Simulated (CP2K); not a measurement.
Two runs for the C K edge of methanesulfonic acid. Run A: CP2K XAS_TDP, all-electron GAPW, PBEh(45%), aug-cc-pVDZ, TDA, no relativity. Run B differs in one setting.

First lines with a strength over 0.0015. A:

| atom | energy (eV) | states | strength, one atom |
| --- | --- | --- | --- |
| C1 (bonded to S and 3 H) | 284.53 | 1 | 0.0475 |
|  | 285.51 | 1 | 0.0211 |
|  | 285.60 | 1 | 0.0248 |
|  | 286.16 | 1 | 0.0041 |
|  | 286.60 | 1 | 0.0075 |

B:

| atom | energy (eV) | states | strength, one atom |
| --- | --- | --- | --- |
| C1 (bonded to S and 3 H) | 290.75 | 1 | 0.0465 |
|  | 291.73 | 1 | 0.0207 |
|  | 291.82 | 1 | 0.0242 |
|  | 292.38 | 1 | 0.0040 |
|  | 292.82 | 1 | 0.0073 |

Question: Which was it: the basis, scalar relativity switched on, the functional, GW2X switched on?

GW2X switched on. GW2X shifts an atom's lines together and keeps their spacings. Against PBEh(45%) in aug-cc-pVDZ, the leading line moves by +6.22 eV, to 290.75 eV.

[Hosts, paths, dates, database ids (printed as entryN), source tags and the programs' standing remarks are cut or masked in the printed files.]
